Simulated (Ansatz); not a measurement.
**NbInSe3 (model cell, started as cubic perovskite with Nb in the octahedra): a soft mode frozen in**

Which phase does NbInSe3 (model cell, started as cubic perovskite with Nb in the octahedra) fall into along its unstable mode, and how much energy does it gain?

Program: Ansatz 0.2.0. Level of theory: DFT PBE, scalar-relativistic, plane waves, PAW; PAW set soft_1. Results are calculated unless marked as measured.

The structure was built from a prototype and need not be the compound's stable phase.

**1. Set-up**

It takes space group Pm-3m (No. 221, cubic). The conventional cell has a = 5.104 Å, b = 5.104 Å, c = 5.104 Å, α = 90.00°, β = 90.00°, γ = 90.00°. In has 12 Se at 3.61 Å nearest. Nearest to Nb lie 6 Se at 2.55 Å. Se has 2 Nb at 2.55 Å nearest. Farther neighbours and most contacts between anions are not listed.

**2. The dispersion**

The cell comes from relaxations at this level that are not shown. Stability and thermal properties need the whole zone. Linear response on a 2×2×2 q mesh gives force constants as far as a supercell of that size would.

input.yaml reads:

```yaml
crystal:
  lattice:
    - [5.1035173521, 0.0, 0.0]
    - [0.0, 5.1035173521, 0.0]
    - [0.0, 0.0, 5.1035173521]
  atoms:
    - { symbol: In, position: [0.0, 0.0, 0.0] }
    - { symbol: Nb, position: [0.5, 0.5, 0.5] }
    - { symbol: Se, position: [0.5, 0.5, 0.0] }
    - { symbol: Se, position: [0.5, 0.0, 0.5] }
    - { symbol: Se, position: [0.0, 0.5, 0.5] }
kpoints:
  mp_grid: { grid: [8, 8, 8] }
hamiltonian:
  xc: pbe
  pseudopotentials: { kind: paw, azcp: { folder: soft_1 } }
scf:
  occupations: { method: methfessel_paxton, width: 0.2 }
output:
  eigenvalues: true
phonons:
  method: dfpt
  qmesh: [2, 2, 2]
  temperatures: { t_max: 1000, t_step: 50 }
  qpath:
    path:
      - [[0.0, 0.0, 0.0], [0.0, 0.5, 0.0], [0.5, 0.5, 0.0], [0.0, 0.0, 0.0], [0.5, 0.5, 0.5], [0.0, 0.5, 0.0]]
      - [[0.5, 0.5, 0.5], [0.5, 0.5, 0.0]]
    npoints: 10
```

Command:

```sh
> ansatz run input.yaml --threads 4 --pin off --max-ram 16384MiB --backend cpu --events-out ev --progress --plain --runs-dir out
```

Numbers of over 12 decimals in the logs are rounded to 6 here.

Log:

```text
Engine: ansatz 0.2.0, aarch64-unknown-linux-gnu
Pseudopotentials: kind: paw
Pseudopotential: In, paw, valence charge 13, recommended cutoff 420 eV (normal), soft_1/In.paw.azcp
Pseudopotential: Nb, paw, valence charge 13, recommended cutoff 420 eV (normal), soft_1/Nb.paw.azcp
Pseudopotential: Se, paw, valence charge 16, recommended cutoff 420 eV (normal), soft_1/Se.paw.azcp
Functional definition: PBE
  parameter kappa = 0.804
  parameter beta = 0.066725
  exchange = pbe_x(kappa = kappa, mu = beta*pi^2/3)
  correlation = pbe_c(beta = beta)
Crystal: 5 atoms, lattice volume = 132.926 Å³
Basis set: ecut = 420 eV, 2553 PW (Γ), exchange–correlation on 72×72×72 points (8 copies of the dense FFT grid, shifted against one another)
Bands: 45, of which v1, the nominal top of the filled ones, is band 37 counted from 1 (36 counted from 0)
Symmetry: 48 space group operations
k-points: 35 of 512
Non-local potential: In, projectors of the file, l = 0: 2, l = 1: 2, l = 2: 2, l = 3: 1
Non-local potential: Nb, projectors of the file, l = 0: 3, l = 1: 2, l = 2: 2, l = 3: 1
Non-local potential: Se, projectors of the file, l = 0: 2, l = 1: 2, l = 2: 3, l = 3: 1
PAW form: soft (Blöchl's): semilocal exchange-correlation on the pseudo side does not see the compensation charge
PAW one-centre angular grid: In, 590 points (default); XC on 64 Gauss nodes
PAW one-centre angular grid: Nb, 590 points (default); XC on 64 Gauss nodes
PAW one-centre angular grid: Se, 590 points (default); XC on 64 Gauss nodes
Initial density: superposition of atomic densities (chi_scale 0.1, normalization cell, long waves kept (reshape's long-wave potential 0.00 eV rms))
Initial wavefunctions: pseudopotential atomic-orbital guess
Functional: x = pbe(κ = 0.804, μ = 0.219515), c = pbe(β = 0.066725)
SCF iter   1: F=—  HF=-26559.910924 eV  |F-HF|=—  |Δ(HF+E_count)|=         —  Δρ=3.38e-2  dr2=1.31e0  ethr=3.10e-3  ⟨swp⟩=6.5  Hψ=5560  notcnv=0
preconditioner: auto → Kerker (q_TF=auto, 2.475 Å⁻¹)  [metal: Δε(μ)=0.018 eV  Ē_g=10.519 eV  σ=0.200 eV  W_gap=0.07  n_scr=32 (ndim 8)  ℏωp=19.3 eV  f_vac=0.005  D(μ)=4.81/eV (n_scr^D=32)]
SCF iter   2: F=—  HF=-26559.564165 eV  |F-HF|=—  |Δ(HF+E_count)|=   3.47e-1  S|Δr|=    0.00e0  Δρ=1.96e-2  dr2=4.26e-1  ethr=1.77e-3  ⟨swp⟩=2.0  Hψ=2695  notcnv=0  defer=47
SCF iter   3: F=—  HF=-26559.414919 eV  |F-HF|=—  |Δ(HF+E_count)|=   1.49e-1  S|Δr|=    0.00e0  Δρ=4.71e-3  dr2=3.48e-2  ethr=5.76e-4  ⟨swp⟩=2.0  Hψ=2387  notcnv=0  defer=47
SCF iter   4: F=—  HF=-26559.410701 eV  |F-HF|=—  |Δ(HF+E_count)|=   4.22e-3  S|Δr|=    0.00e0  Δρ=1.73e-3  dr2=6.67e-3  ethr=4.71e-5  ⟨swp⟩=2.0  Hψ=2796  notcnv=0  defer=47
SCF iter   5: F=—  HF=-26559.410209 eV  |F-HF|=—  |Δ(HF+E_count)|=   4.91e-4  S|Δr|=    0.00e0  Δρ=7.13e-4  dr2=1.16e-3  ethr=9.02e-6  ⟨swp⟩=2.2  Hψ=2558  notcnv=0  defer=47
SCF iter   6: F=—  HF=-26559.410597 eV  |F-HF|=—  |Δ(HF+E_count)|=   3.88e-4  S|Δr|=    0.00e0  Δρ=3.00e-4  dr2=2.86e-4  ethr=1.57e-6  ⟨swp⟩=2.1  Hψ=1917  notcnv=0  defer=47
SCF iter   7: F=—  HF=-26559.410768 eV  |F-HF|=—  |Δ(HF+E_count)|=   1.71e-4  S|Δr|=    0.00e0  Δρ=8.27e-5  dr2=1.92e-5  ethr=3.86e-7  ⟨swp⟩=2.0  Hψ=2163  notcnv=0  defer=47
SCF iter   8: F=—  HF=-26559.410781 eV  |F-HF|=—  |Δ(HF+E_count)|=   1.24e-5  S|Δr|=    0.00e0  Δρ=2.35e-5  dr2=1.59e-6  ethr=2.59e-8  ⟨swp⟩=2.3  Hψ=2282  notcnv=0  defer=47
SCF iter   9: F=—  HF=-26559.410781 eV  |F-HF|=—  |Δ(HF+E_count)|=   5.19e-7  S|Δr|=    0.00e0  Δρ=7.92e-6  dr2=1.59e-7  ethr=2.15e-9  ⟨swp⟩=2.2  Hψ=2869  notcnv=0  defer=49
SCF iter  10: F=—  HF=-26559.410781 eV  |F-HF|=—  |Δ(HF+E_count)|=   2.82e-8  S|Δr|=    0.00e0  Δρ=2.20e-6  dr2=1.38e-8  ethr=2.14e-10  ⟨swp⟩=2.0  Hψ=2793  notcnv=0  defer=49
SCF iter  11: F=—  HF=-26559.410781 eV  |F-HF|=—  |Δ(HF+E_count)|=   4.64e-9  S|Δr|=    0.00e0  Δρ=7.72e-7  dr2=1.42e-9  ethr=1.86e-11  ⟨swp⟩=2.0  Hψ=2791  notcnv=0  defer=49
SCF iter  12: F=—  HF=-26559.410781 eV  |F-HF|=—  |Δ(HF+E_count)|=  8.66e-10  S|Δr|=    0.00e0  Δρ=2.67e-7  dr2=1.49e-10  ethr=1.92e-12  ⟨swp⟩=2.0  Hψ=1848  notcnv=0  defer=49
SCF iter  13: F=-26559.410781 eV  HF=-26559.410781 eV  |F-HF|=3.64e-12  |Δ(HF+E_count)|=  1.16e-10  S|Δr|=    0.00e0  Δρ=6.24e-8  dr2=5.70e-12  ethr=1.00e-12  ⟨swp⟩=9.8  Hψ=8680  notcnv=0
SCF 1 converged in 13 iterations: F = -26559.410781 eV  dr2 = 5.70e-12
  greatest PAW one-centre occupation: 1.000 electrons in one spin orbital (limit 2), on the Se atom at site 3 (counted from 0), in its partial waves of l = 2
Initial density: read from a saved state, or passed on in memory by an earlier SCF of this step, an earlier step, the calling program or the single point that the run made first
iter 1 solved again at ethr=2.06e-7 eV; its pass at ethr=3.10e-3 eV (dr2=1.53e-4 eV) is discarded
SCF iter   1: F=—  HF=-26559.410784 eV  |F-HF|=—  |Δ(HF+E_count)|=         —  Δρ=7.31e-7  dr2=9.00e-10  ethr=2.06e-7  ⟨swp⟩=3.0  Hψ=9309  notcnv=0
eigensolver tolerance schedule: the retry pair's looser diagonalisation over-reported the residual by 169418.90 of it (diagonalisation noise at an unbounded share of the residual, at the tolerance the schedule requests for it); recorded, not acted on — ethr = c·dr2/N_el stays at c = 1.0e-1
preconditioner: auto → LDOS  [metal: Δε(μ)=0.003 eV  Ē_g=10.136 eV  σ=0.200 eV  W_gap=0.01  n_scr=32 (ndim 8)  ℏωp=19.3 eV  f_vac=0.025  D(μ)=4.32/eV (n_scr^D=26)  β→1.0]
SCF iter   2: F=—  HF=-26559.410781 eV  |F-HF|=—  |Δ(HF+E_count)|=   2.71e-6  S|Δr|=    0.00e0  Δρ=9.28e-7  dr2=1.74e-9  ethr=1.22e-12  ⟨swp⟩=4.0  Hψ=4489  notcnv=0
SCF iter   3: F=—  HF=-26559.410781 eV  |F-HF|=—  |Δ(HF+E_count)|=  3.97e-10  S|Δr|=    0.00e0  Δρ=4.17e-7  dr2=2.77e-10  ethr=1.22e-12  ⟨swp⟩=2.0  Hψ=2823  notcnv=0
SCF iter   4: F=—  HF=-26559.410781 eV  |F-HF|=—  |Δ(HF+E_count)|=  7.28e-12  S|Δr|=    0.00e0  Δρ=3.10e-7  dr2=1.62e-10  ethr=1.00e-12  ⟨swp⟩=1.0  Hψ=1575  notcnv=0
SCF iter   5: F=-26559.410781 eV  HF=-26559.410781 eV  |F-HF|=3.64e-12  |Δ(HF+E_count)|=  1.82e-11  S|Δr|=    0.00e0  Δρ=4.01e-8  dr2=2.58e-12  ethr=1.00e-12  ⟨swp⟩=2.5  Hψ=4697  notcnv=0
SCF 2 converged in 5 iterations: F = -26559.410781 eV  dr2 = 2.58e-12
phonons: the bands overlap, so this run is a metal and interpolates without the dipole-dipole term. If the crystal is really an insulator or semiconductor, its LO-TO splitting is missing
NSCF: frozen V_eff on 35 k-points
NSCF: frozen V_eff on 125 k-points
DFPT response loops at q = (0, 0, 0) (fractional): preconditioner auto → Kerker (q_TF=auto, 2.475 Å⁻¹) (partly filled bands, converged f_vac=0.025); β = 1.00, the filter's whole step (`scf.mixing.beta` (0.50) is not read by the response loops under this deck's `scf.mixing.preconditioner`; to damp them name `kerker` or `kerker_dos`, under which they read `scf.mixing.beta`, and type it under 1.00, their step now; both keys bind the ground state too); Broyden in place of MSR1
NSCF: frozen V_eff on 250 k-points
DFPT response loops at q = (0, 0, -0.5) (fractional): mixed as the last ones told, above
NSCF: frozen V_eff on 250 k-points
DFPT response loops at q = (0, -0.5, -0.5) (fractional): mixed as the last ones told, above
NSCF: frozen V_eff on 250 k-points
DFPT response loops at q = (-0.5, -0.5, -0.5) (fractional): mixed as the last ones told, above
SCF converged after 13 iterations
Stability not checked: this state was not tested for a lower state beside it, because cold or Methfessel-Paxton smearing, or corrected tetrahedra, fill the levels in a way that the test cannot read (fill_not_monotonic; see scf.lower_state_search)
Free energy (F): -26559.410781 eV
Harris-Foulkes:  -26559.410781 eV  (|F-HF|=3.64e-12)
Internal energy: -26559.392487 eV  (E = F + TS)
E sigma→0 (E₀):  -26559.406208 eV
Entropy (-TS):   -0.018294 eV (-3.659 meV/atom)
Fermi energy:    8.182792 eV
Step filling:    the computed levels leave a gap of 0.0027 eV = 0.0 smearing widths at the electron count; against every level under it full and every level over it empty, smearing changes F+E_penalty+E_count by -10.351 meV and its σ→0 estimate by -5.778 meV
--- Per-component energies (eV) ---
  E_band       = -1388.958660
  E_kinetic    = 914.682702
  E_local      = -10500.515310  (includes V_loc(G=0)·N_el)
  E_nonlocal   = -642.994076
  E_hartree    = 5174.305009
  E_xc         = -563.763094
  E_vxc        = -560.144193  (∫ρ·V_xc dr)
  E_paw        = -13674.905741  (= ΣΔE_a)
  E_vpaw       = -948.596644  (= ΣTr[D̂ρ^β])
  E_aug_tail   = -0.001037  (compensation charges beyond the density's cutoff)
  E_ewald      = -7266.200941
  E_smearing   = -0.018294  (= −TS)
  E_closure    = -0.000000  (closes the sum)
  Σ components = -26559.410781   (vs F -26559.410781, Δ=0.00e0)
--- Band table (eV; the first three rows and the last of 35) ---
  k-point 0: bands = [... 33 lower, 7.0287, 7.4426, 7.4426, 7.4426, 7.5367, 7.5367, 7.5367, 9.2094, ... 4 higher]
  k-point 1: bands = [... 33 lower, 6.9571, 7.1076, 7.3820, 7.3820, 7.4473, 8.1460, 8.1460, 9.2126, ... 4 higher]
  k-point 2: bands = [... 33 lower, 6.7964, 7.0921, 7.4263, 7.4263, 7.4586, 8.8753, 8.8753, 9.2191, ... 4 higher]
  k-point 34: bands = [... 33 lower, 4.5712, 8.3982, 8.3982, 8.3982, 9.5002, 9.5002, 9.5002, 13.5451, ... 4 higher]
--- Phonons (Γ-DFPT): 4 representative perturbations + reference (Σ response iterations 12) ---
  ASR residual: 4.634e-5 → 0.000e0 eV/Å²; symmetrization residual: 5.974e-5 eV/Å²
  ASR residual per site (eV/Å²): 3.42e-5 4.63e-5 3.21e-5 3.21e-5 3.21e-5
  Γ frequencies (cm⁻¹): -32.66 -32.66 -32.66 0.00 0.00 0.00 46.17 46.17 46.17 54.46 54.46 54.46 198.43 198.43 198.43
--- Phonons (arbitrary-q DFPT): 4 irreducible q on the 2×2×2 mesh ---
  q = [0.0000, 0.0000, 0.0000] (star 1, of the zone-centre solve; hermiticity 1.38e-5, symmetrization 9.20e-12): -32.66 -32.66 -32.66 0.00 0.00 0.00 46.17 46.17 46.17 54.46 54.46 54.46 198.43 198.43 198.43
  q = [0.0000, 0.0000, -0.5000] (star 3, 9 solved perturbations in 975 linear systems a pass and spin channel, the states on 125 of 512 k-point pairs; hermiticity 4.81e-6, symmetrization 1.55e-9): -22.69 -22.69 -19.59 -19.59 6.16 41.03 41.03 64.01 78.20 78.20 78.28 173.81 193.03 193.03 231.15
  q = [0.0000, -0.5000, -0.5000] (star 3, 9 solved perturbations in 975 linear systems a pass and spin channel, the states on 125 of 512 k-point pairs; hermiticity 7.67e-6, symmetrization 3.28e-9): -61.78 -47.11 -28.32 -28.32 -15.01 22.13 69.95 69.95 73.57 73.57 117.67 174.81 174.81 184.38 251.78
  q = [-0.5000, -0.5000, -0.5000] (star 1, 4 solved perturbations in 350 linear systems a pass and spin channel, the states on 125 of 512 k-point pairs; hermiticity 9.10e-6, symmetrization 8.44e-12): -138.62 -138.62 -61.40 -61.40 -61.40 -20.15 -20.15 -20.15 112.57 112.57 112.57 173.30 173.30 173.30 270.32
  sum rule: each row above includes the acoustic sum rule's correction from the zone centre's row sums; it moved no ω² by more than (0.37 cm⁻¹)²
  mesh force constants: q→R imaginary residual 5.48e-18; ASR residual 4.634e-5 → 0.000e0 eV/Å²; symmetrization residual 5.329e-15 eV/Å²
  interpolated dispersion: 62 rows × 15 modes
  density of states and harmonic sums: on the 12×12×12 q-mesh, interpolated from the force constants of a 2×2×2 supercell (no non-analytic term)
  largest difference from the sums on the solved wave vectors: F 9.56e-2 eV, S 1.44e-4 and C_V 5.03e-5 eV/K
  zero-point energy: 0.072830 eV/cell   skipped modes (ω ≤ 0): 402, of them read as no rigid motion or as one in doubt: 399 (4.561e0 modes/cell left out, lowest -138.62 cm⁻¹)   left out of the sums: 3.04e-1 of the cell's modes: C_V's classical limit lies that fraction below 3 k_B per atom; for a crystal, a wire or a layer, F and S can be off by more, and a phonons.interpolated_qmesh denser along its periods is the remedy for the sampling
```

Wall time 7.2 min (4 threads of Arm Neoverse V2, shared host); peak memory 2.1 GiB; 28 min of CPU time.

Numbers from this step:

```yaml
volume_per_atom: 26.59 Å³
gap_on_the_k_mesh: 0 eV
sum_rule_residual_before_enforcement: 4.63e-5 eV/Å²
lowest_frequency_on_the_path: -138.6 cm⁻¹
point_group: m-3m
highest_frequency_on_the_path_or_at_a_solved_wavevector: 270.4 cm⁻¹
highest_optical_mode_at_the_zone_centre_no_lo_to_term: 198.4 cm⁻¹
lowest_optical_zone_centre_mode: -32.66 cm⁻¹
lowest_mode_on_the_q_mesh_acoustic_modes_at_gamma_apart: -138.6 cm⁻¹
```

Frequencies (cm⁻¹) solved at each irreducible wavevector; negative means imaginary. Frequencies by wavevector, by row:

| q in reciprocal lattice units | star | mode 1 | mode 2 | mode 3 | mode 4 | mode 13 | mode 14 | mode 15 |
| --- | --- | --- | --- | --- | --- | --- | --- | --- |
| 0 0 0 | 1 | -32.7 | -32.7 | -32.7 | 0 | 198.4 | 198.4 | 198.4 |
| 0 0 -0.5 | 3 | -22.7 | -22.7 | -19.6 | -19.6 | 193 | 193 | 231.2 |
| 0 -0.5 -0.5 | 3 | -61.8 | -47.1 | -28.3 | -28.3 | 174.8 | 184.4 | 251.8 |
| -0.5 -0.5 -0.5 | 1 | -138.6 | -138.6 | -61.4 | -61.4 | 173.3 | 173.3 | 270.3 |

Interpolated from a 2×2×2 q mesh. Phonon branches along the path, in cm⁻¹:

| point | branch 1 | branch 2 | branch 3 | branch 4 | branch 12 | branch 13 | branch 14 | branch 15 |
| --- | --- | --- | --- | --- | --- | --- | --- | --- |
| Γ | -33 | -33 | -33 | 0 | 54 | 198 | 198 | 198 |
| halfway | -27 | -27 | -18 | 12 | 126 | 196 | 196 | 214 |
| X | -23 | -23 | -20 | -20 | 174 | 193 | 193 | 231 |
| halfway | -35 | -32 | -28 | -25 | 150 | 174 | 189 | 247 |
| M | -62 | -47 | -28 | -28 | 175 | 175 | 184 | 252 |
| halfway | -27 | -24 | -23 | -21 | 126 | 170 | 193 | 235 |
| Γ | -33 | -33 | -33 | 0 | 54 | 198 | 198 | 198 |
| halfway | -33 | -33 | -28 | -23 | 127 | 159 | 159 | 254 |
| R | -139 | -139 | -61 | -61 | 173 | 173 | 173 | 270 |
| halfway | -36 | -36 | -33 | -30 | 135 | 149 | 174 | 263 |
| X | -23 | -23 | -20 | -20 | 174 | 193 | 193 | 231 |
| jump to R | -139 | -139 | -61 | -61 | 173 | 173 | 173 | 270 |
| halfway | -97 | -62 | -33 | -33 | 134 | 174 | 174 | 268 |
| M | -62 | -47 | -28 | -28 | 175 | 175 | 184 | 252 |

Symmetry leaves 4 wavevectors to solve. The lowest mode among them, the acoustic zeros apart, lies at q = (-0.5, -0.5, -0.5) and is imaginary, 138.6i cm⁻¹, so the energy falls along it.

**3. The mode frozen in, largest atomic shift 0 Å**

The mode followed lies at q = (0, -0.5, -0.5) with frequency 61.8i cm⁻¹, one of the unstable modes though not the softest. At small amplitude the distorted cell has space group no. 127 by a symmetry search on the positions. The undistorted cell that holds it gives the zero of energy on the same k mesh.

System of this step: NbInSe3 (model cell, started as cubic perovskite with Nb in the octahedra). It takes space group Pm-3m (No. 221, cubic). Conventional cell: a = 5.104 Å, b = 5.104 Å, c = 5.104 Å, α = 90.00°, β = 90.00°, γ = 90.00°. Nearest to In lie 12 Se at 3.61 Å. Nb has 6 Se at 2.55 Å nearest. Nearest to Se lie 2 Nb at 2.55 Å. Nearest to Se lie 2 Nb at 2.55 Å. Farther neighbours and most contacts between anions are not listed.

input.yaml reads:

```yaml
crystal:
  lattice:
    - [-5.1035173521, 0.0, 0.0]
    - [0.0, -5.1035173521, -5.1035173521]
    - [0.0, -5.1035173521, 5.1035173521]
  atoms:
    - { symbol: In, position: [0.0, 0.5, 0.5] }
    - { symbol: In, position: [0.0, 1.0, 1.0] }
    - { symbol: Nb, position: [0.5, 0.0, 0.5] }
    - { symbol: Nb, position: [0.5, 0.5, 0.0] }
    - { symbol: Se, position: [0.5, 0.75, 0.75] }
    - { symbol: Se, position: [0.5, 0.25, 0.25] }
    - { symbol: Se, position: [0.5, 0.75, 0.25] }
    - { symbol: Se, position: [0.5, 0.25, 0.75] }
    - { symbol: Se, position: [1.0, 0.0, 0.5] }
    - { symbol: Se, position: [1.0, 0.5, 0.0] }
kpoints:
  mp_grid: { grid: [8, 6, 6] }
hamiltonian:
  xc: pbe
  pseudopotentials: { kind: paw, azcp: { folder: soft_1 } }
scf:
  occupations: { method: methfessel_paxton, width: 0.2 }
output:
  forces: true
  stress: true
  eigenvalues: true
```

Log:

```text
[...]
Crystal: 10 atoms, lattice volume = 265.851 Å³
Basis set: ecut = 420 eV, 5177 PW (Γ), exchange–correlation on 72×100×100 points (8 copies of the dense FFT grid, shifted against one another)
Bands: 89, of which v1, the nominal top of the filled ones, is band 74 counted from 1 (73 counted from 0)
Symmetry: 32 space group operations
[...]
k-points: 50 of 288
[...]
k-point 0: bands = [... 70 lower, 7.4495, 7.4495, 7.4538, 7.5332, 7.5361, 7.5361, 8.3819, 9.2153, ... 11 higher]
  k-point 1: bands = [... 70 lower, 7.0798, 7.2232, 7.2646, 7.8591, 7.9405, 8.0344, 8.2122, 9.3698, ... 11 higher]
  k-point 2: bands = [... 70 lower, 7.0231, 7.1893, 7.2240, 7.8282, 8.4110, 8.4261, 8.6332, 9.3139, ... 11 higher]
  k-point 49: bands = [... 70 lower, 6.2917, 6.2917, 8.3779, 8.3779, 9.7887, 9.7887, 9.7940, 9.7940, ... 11 higher]
[key lines of the parts left out:]
SCF converged after 10 iterations
Free energy (F): -53118.852752 eV
Fermi energy:    8.169842 eV
P = ⅓ Tr σ = -0.0532 GPa (-0.532 kbar)
```

Run time: 15 s. Hardware: 4 threads; peak memory 1.4 GiB; 59 s of CPU time.

Numbers from this step:

```yaml
pressure: -0.05323 GPa
energy_from_the_undistorted_cell: 0 meV/atom
```

The run ends at a pressure of -0.05 GPa.

**4. The mode frozen in, largest atomic shift 0.6 Å**

The atoms are moved along the unstable eigenvector, the largest shift by 0.6 Å, with the cell fixed.

input.yaml, the sections that differ from step 3:

```yaml
crystal:
  lattice:
    - [-5.1035173521, 0.0, 0.0]
    - [0.0, -5.1035173521, -5.1035173521]
    - [0.0, -5.1035173521, 5.1035173521]
  atoms:
    - { symbol: In, position: [0.0, 0.5, 0.5] }
    - { symbol: In, position: [0.0, 1.0, 1.0] }
    - { symbol: Nb, position: [0.5, 0.0, 0.5] }
    - { symbol: Nb, position: [0.5, 0.5, 0.0] }
    - { symbol: Se, position: [0.5, 0.6912170119, 0.6912170119] }
    - { symbol: Se, position: [0.5, 0.3087829881, 0.3087829881] }
    - { symbol: Se, position: [0.5, 0.8087829881, 0.1912170119] }
    - { symbol: Se, position: [0.5, 0.1912170119, 0.8087829881] }
    - { symbol: Se, position: [1.0, 0.0, 0.5] }
    - { symbol: Se, position: [1.0, 0.5, 0.0] }
# kpoints, hamiltonian, scf, output: as in step 3
```

Log:

```text
[...]
Crystal: 10 atoms, lattice volume = 265.851 Å³
Basis set: ecut = 420 eV, 5177 PW (Γ), exchange–correlation on 72×100×100 points (8 copies of the dense FFT grid, shifted against one another)
Bands: 89, of which v1, the nominal top of the filled ones, is band 74 counted from 1 (73 counted from 0)
Symmetry: 16 space group operations
[...]
k-points: 50 of 288
[...]
k-point 0: bands = [... 70 lower, 7.2363, 7.4982, 7.5296, 7.5296, 7.5853, 7.5853, 7.6935, 8.7606, ... 11 higher]
  k-point 1: bands = [... 70 lower, 6.9822, 7.0592, 7.3895, 7.7137, 7.8217, 7.8666, 8.2013, 9.1202, ... 11 higher]
  k-point 2: bands = [... 70 lower, 6.6676, 6.7263, 7.6643, 8.1162, 8.1258, 8.2378, 8.6915, 9.1080, ... 11 higher]
  k-point 49: bands = [... 70 lower, 6.3993, 6.3993, 8.4099, 8.4099, 8.9847, 8.9847, 9.8192, 9.8192, ... 11 higher]
[key lines of the parts left out:]
SCF converged after 11 iterations
Free energy (F): -53119.329522 eV
Fermi energy:    8.161019 eV
P = ⅓ Tr σ = -2.2957 GPa (-22.957 kbar)
```

Wall time 17 s (4 threads); peak memory 1.4 GiB; 66 s of CPU time.

This step gave:

- pressure: -2.296 GPa
- energy from the undistorted cell: -47.73 meV/atom

The energy, extrapolated to zero smearing, is -47.73 meV/atom against the undistorted cell.

The run ends at a pressure of -2.30 GPa, with forces up to 0.15 eV/Å.

[end of part 1 of 3]

[Logs are printed without paths, hosts, clocks, repeated set-up lines and the standing remarks that a program may print on its own settings, such as how far it seeks lower states.]

[Hosts, paths, dates, database ids (printed as entryN), source tags and the programs' standing remarks are cut or masked in the printed files.]
